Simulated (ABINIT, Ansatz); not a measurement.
## How the form of the self-energy moves the gap of PNO (Cc)

Wanted: the gap of PNO (Cc) under several approximations, with cost.

Main program and level: ABINIT 10.8.3; LDA and many-body steps on it, plane waves.

Most raw output is cut from this account.

### Step 1. The structure

The structure is monoclinic, space group Cc (No. 9). The conventional cell has a = 6.556 Å, b = 6.572 Å, c = 4.620 Å, α = 90.00°, β = 130.96°, γ = 90.00°. Nearest to P lie 2 N at 1.55 Å and 2 O at 1.60 Å. N has 2 P at 1.55 Å nearest. Nearest to O lie 2 P at 1.60 Å. Farther neighbours and most contacts between anions are not listed.

The cell and positions are those that the Materials Project relaxed with its own functionals (PBE, PBE+U or r2SCAN), kept fixed.

### Step 2. Empty states on the mesh, 2×2×4 mesh, 150 bands

This step: ABINIT 10.8.3; DFT, LDA, plane waves, norm-conserving pseudopotentials.

The sums over transitions need many empty states on a uniform mesh; this step solves for them.

File run.abi:

```
acell 3*1.0 Angstrom
rprim 
  3.278002254000 -3.286113380400 0.000000000000
  3.278002254000 3.286113380400 0.000000000000
  -3.028551860300 0.000000000000 3.488865954800
ntypat 3
znucl 15 7 8
natom 6
typat 1 1 2 2 3 3
xred 
  0.730409600000 0.010313920000 0.000167090000
  0.010313920000 0.730409600000 0.500167090000
  0.742864730000 0.382544620000 0.249632690000
  0.382544620000 0.742864730000 0.749632690000
  0.883089610000 0.000777520000 0.750200220000
  0.000777520000 0.883089610000 0.250200220000
pp_dirpath "pseudos"
pseudos "P.upf, N.upf, O.upf"
ecut 36
ngkpt 2 2 4
nshiftk 1
shiftk 0 0 0
kptopt 1
chksymbreak 0
iscf -2
irdden 1
istwfk *1
nband 150
nbdbuf 12
tolwfr 1e-09
nstep 60
prtvol 0
indata_prefix "in"
outdata_prefix "out"
tmpdata_prefix "tmp"
```

Started as:

```console
$ OMP_NUM_THREADS=1 mpirun -n 4 abinit run.abi > log
```

Run time: 2.1 min. Hardware: 4 MPI ranks of Arm Neoverse N1, shared host; peak memory 0.4 GiB.

Numbers from this step:

```yaml
gap: 5.021 eV
k_of_the_valence_top: 0.5, 0.5, 0
k_of_the_conduction_bottom: 0, 0, 0
least_direct_gap: 5.560 eV
k_points_computed: 9
lowest_point_of_the_top_converged_band_above_the_valence_top: 72.5722 eV
```

On this mesh the gap is 5.021 eV.

The density comes from a self-consistent run that is not shown.

### Step 3. Screening, 2×2×4 mesh, 65 bands, screening to 114.3 eV

The RPA dielectric matrix is built and inverted for each q.

This step: RPA screening on LDA, plane waves, norm-conserving pseudopotentials.

run.abi, as its differences from that of step 2:

```diff
@@ -24,10 +24,11 @@
 chksymbreak 0
-iscf -2
-irdden 1
 istwfk *1
-nband 150
-nbdbuf 12
-tolwfr 1e-09
-nstep 60
-prtvol 0
+occopt 1
+irdwfk 1
+optdriver 3
+nband 65
+ecuteps 4.2
+inclvkb 2
+awtr 1
+symchi 1
 indata_prefix "in"
```

Run time: 28 s. Hardware: 4 MPI ranks; peak memory 0.76 GiB; 1.9 min of CPU time.

This step gave:

| Property | Result |
| --- | --- |
| ε∞ with local fields, on this mesh, along the program's q direction | 3.236 |
| the same without local fields | 3.521 |
| plasma frequency | 24.23 eV |
| plane waves in the screening matrix | 199 |

Local fields lower ε∞ by 8 %. On a Γ-centred mesh this coarse the value itself is usually too large, while a short band sum pulls it down.

### Step 4. G0W0, Godby-Needs plasmon pole

The self-energy is evaluated for the states that the input lists, and the levels follow from it, in one-shot runs by the linearised quasiparticle equation.

This step: G0W0 on LDA, plane waves, norm-conserving pseudopotentials.

run.abi, as its differences from that of step 3:

```diff
@@ -27,8 +27,17 @@
 irdwfk 1
-optdriver 3
+optdriver 4
 nband 65
+gwcalctyp 0
+ecutsigx 36
+symsigma 1
+nkptgw 2
+kptgw 
+  0.5000000000 0.5000000000 0.0000000000
+  0.0000000000 0.0000000000 0.0000000000
+bdgw 
+  15 18
+  15 18
 ecuteps 4.2
-inclvkb 2
-awtr 1
-symchi 1
+irdscr 1
+ppmodel 1
 indata_prefix "in"
```

The job ended after 9.1 s (4 MPI ranks; peak memory 0.64 GiB; 36 s of CPU time).

Numbers from this step:

```yaml
g0w0_gap_on_the_points_computed: 7.195 eV
starting_gap_on_the_mesh: 5.021 eV
k_of_the_valence_top: 0.5, 0.5, 0
k_of_the_conduction_bottom: 0, 0, 0
z_at_the_valence_top: 0.809
z_at_the_conduction_bottom: 0.846
least_direct_g0w0_gap_on_the_computed_points: 7.854 eV
```

The gap on the mesh goes from 5.02 eV to 7.20 eV, a correction of +2.17 eV.

### Step 5. G0W0, von der Linden-Horsch plasmon pole

run.abi, as its differences from that of step 4:

```diff
@@ -41,3 +41,3 @@
 irdscr 1
-ppmodel 1
+ppmodel 3
 indata_prefix "in"
```

Run time: 6.8 s. Hardware: 4 MPI ranks; peak memory 0.63 GiB.

Numbers from this step:

- G0W0 gap on the points computed: 7.292 eV
- starting gap on the mesh: 5.021 eV
- k of the valence top: 0.5, 0.5, 0
- k of the conduction bottom: 0, 0, 0
- Z at the valence top: 0.869
- Z at the conduction bottom: 0.896
- least direct G0W0 gap on the computed points: 7.984 eV

Against G0W0 in ABINIT (2×2×4 mesh, 65 bands, screening to 114.3 eV, Godby-Needs plasmon pole), the gap moves by +0.097 eV.

### Step 6. G0W0, Engel-Farid plasmon pole

run.abi, as its differences from that of step 5:

```diff
@@ -41,3 +41,3 @@
 irdscr 1
-ppmodel 3
+ppmodel 4
 indata_prefix "in"
```

Wall time 6.8 s (4 MPI ranks); peak memory 0.63 GiB.

This step gave:

```yaml
g0w0_gap_on_the_points_computed: 7.235 eV
starting_gap_on_the_mesh: 5.021 eV
k_of_the_valence_top: 0.5, 0.5, 0
k_of_the_conduction_bottom: 0, 0, 0
least_direct_g0w0_gap_on_the_computed_points: 7.901 eV
```

Against G0W0 in ABINIT (2×2×4 mesh, 65 bands, screening to 114.3 eV, Godby-Needs plasmon pole), the gap moves by +0.040 eV.

### Step 7. One-shot Hartree-Fock

This step: one-shot Hartree-Fock on LDA, plane waves, norm-conserving pseudopotentials.

run.abi, as its differences from that of step 6:

```diff
@@ -28,4 +28,4 @@
 optdriver 4
-nband 65
-gwcalctyp 0
+nband 20
+gwcalctyp 5
 ecutsigx 36
@@ -39,5 +39,4 @@
   15 18
-ecuteps 4.2
-irdscr 1
-ppmodel 4
+ixc_sigma 40
+fftgw 31
 indata_prefix "in"
```

It took 4.8 s on 4 MPI ranks; peak memory 0.2 GiB.

This step gave:

```
quasiparticle gap on the points computed              : 14.33 eV
starting gap on the mesh                              : 5.021 eV
k of the valence top                                  : 0.5, 0.5, 0
k of the conduction bottom                            : 0, 0, 0
least direct quasiparticle gap on the computed points : 15.05 eV
```

Against G0W0 in ABINIT (2×2×4 mesh, 65 bands, screening to 114.3 eV, Godby-Needs plasmon pole), the gap moves by +7.132 eV.

### Step 8. Screening, 2×2×4 mesh, 65 bands, screening to 114.3 eV

This step: RPA screening on LDA, plane waves, norm-conserving pseudopotentials.

run.abi, as its differences from that of step 7:

```diff
@@ -27,16 +27,14 @@
 irdwfk 1
-optdriver 4
-nband 20
-gwcalctyp 5
-ecutsigx 36
-symsigma 1
-nkptgw 2
-kptgw 
-  0.5000000000 0.5000000000 0.0000000000
-  0.0000000000 0.0000000000 0.0000000000
-bdgw 
-  15 18
-  15 18
-ixc_sigma 40
-fftgw 31
+optdriver 3
+nband 65
+ecuteps 4.2
+inclvkb 2
+awtr 1
+symchi 1
+gwcalctyp 2
+nfreqre 16
+freqremax 40 eV
+nfreqim 8
+spmeth 1
+nomegasf 120
 indata_prefix "in"
```

Run time: 35 s. Hardware: 4 MPI ranks; peak memory 1.1 GiB; 2.3 min of CPU time.

Numbers from this step:

```
ε∞ with local fields, on this mesh, along the program's q direction : 3.238
the same without local fields                                       : 3.523
plasma frequency                                                    : 24.23 eV
plane waves in the screening matrix                                 : 199
```

### Step 9. G0W0, contour deformation

This step: G0W0 on LDA, plane waves, norm-conserving pseudopotentials.

run.abi, as its differences from that of step 8:

```diff
@@ -27,14 +27,16 @@
 irdwfk 1
-optdriver 3
+optdriver 4
 nband 65
+gwcalctyp 2
+ecutsigx 36
+symsigma 1
+nkptgw 2
+kptgw 
+  0.5000000000 0.5000000000 0.0000000000
+  0.0000000000 0.0000000000 0.0000000000
+bdgw 
+  15 18
+  15 18
 ecuteps 4.2
-inclvkb 2
-awtr 1
-symchi 1
-gwcalctyp 2
-nfreqre 16
-freqremax 40 eV
-nfreqim 8
-spmeth 1
-nomegasf 120
+irdscr 1
 indata_prefix "in"
```

It took 7.5 s on 4 MPI ranks; peak memory 0.87 GiB; 30 s of CPU time.

This step gave:

```
G0W0 gap on the points computed              : 7.197 eV
starting gap on the mesh                     : 5.021 eV
k of the valence top                         : 0.5, 0.5, 0
k of the conduction bottom                   : 0, 0, 0
least direct G0W0 gap on the computed points : 7.846 eV
```

Against G0W0 in ABINIT (2×2×4 mesh, 65 bands, screening to 114.3 eV, Godby-Needs plasmon pole), the gap moves by +0.002 eV.

### Step 10. The runs together

Times are wall times on 4 MPI ranks of Arm Neoverse N1, shared host, good to a factor of about two. A run's time includes the screening step that it read.

| run | mesh | bands | screening cutoff (eV) | DFT gap (eV) | gap on the mesh (eV) | direct (eV) | ε∞ used | time |
| --- | --- | --- | --- | --- | --- | --- | --- | --- |
| G0W0, Godby-Needs plasmon pole | 2×2×4 | 65 | 114.3 | 5.021 | 7.195 | 7.854 | 3.24 | 37 s |
| G0W0, von der Linden-Horsch plasmon pole | 2×2×4 | 65 | 114.3 | 5.021 | 7.292 | 7.984 | 3.24 | 35 s |
| G0W0, Engel-Farid plasmon pole | 2×2×4 | 65 | 114.3 | 5.021 | 7.235 | 7.901 | 3.24 | 35 s |
| one-shot Hartree-Fock | 2×2×4 | - | - | 5.021 | 14.327 | 15.048 | - | 4.8 s |
| G0W0, contour deformation | 2×2×4 | 65 | 114.3 | 5.021 | 7.197 | 7.846 | 3.24 | 43 s |

### Step 11. What came out

```yaml
g0w0_godby_needs_plasmon_pole: 7.195 eV
g0w0_von_der_linden_horsch_plasmon_pole: 7.292 eV
g0w0_engel_farid_plasmon_pole: 7.235 eV
one_shot_hartree_fock: 14.327 eV
g0w0_contour_deformation: 7.197 eV
known_limits: not at the basis limit; coarse k mesh
```

G0W0, von der Linden-Horsch plasmon pole: +0.097 eV against G0W0, Godby-Needs plasmon pole. G0W0, Engel-Farid plasmon pole: +0.040 eV against G0W0, Godby-Needs plasmon pole. One-shot Hartree-Fock: +7.132 eV against G0W0, Godby-Needs plasmon pole. G0W0, contour deformation: +0.002 eV against G0W0, Godby-Needs plasmon pole. Bare exchange alone opens the gap to 14.33 eV; against G0W0, correlation takes back 7.13 eV. Bands and cutoff are finite, so the gap is not at the basis limit. The miss can reach some tenths of an eV and take either sign; the mesh is an error of its own. In the G0W0 runs levels were corrected at 2 k points alone, so a gap called «on the mesh» is the least over those, and an edge elsewhere would be missed. The 2×2×4 mesh is coarse for this cell, which bears on the long-range parts of exchange and screening.

[Paths, hosts, dates, memory and timing lines, banners, echoed tables and standing remarks are left out of the program output.]

[Logs are printed without paths, hosts, clocks, repeated set-up lines and the standing remarks that a program may print on its own settings, such as how far it seeks lower states.]

[Runs of the session that timed out or met a known fault of the program may be left out.]

[Hosts, paths, dates, database ids (printed as entryN), source tags and the programs' standing remarks are cut or masked in the printed files.]

[G0W0 gaps are taken among the corrected bands and points alone; a level outside them can change the order at an edge.]

[Where Ansatz stands beside ABINIT at settings called matched, ABINIT's density can come from a denser mesh and the files from another edition; pairs whose starting gaps differed by over 0.03 eV were left out, so agreement reads better than it is.]
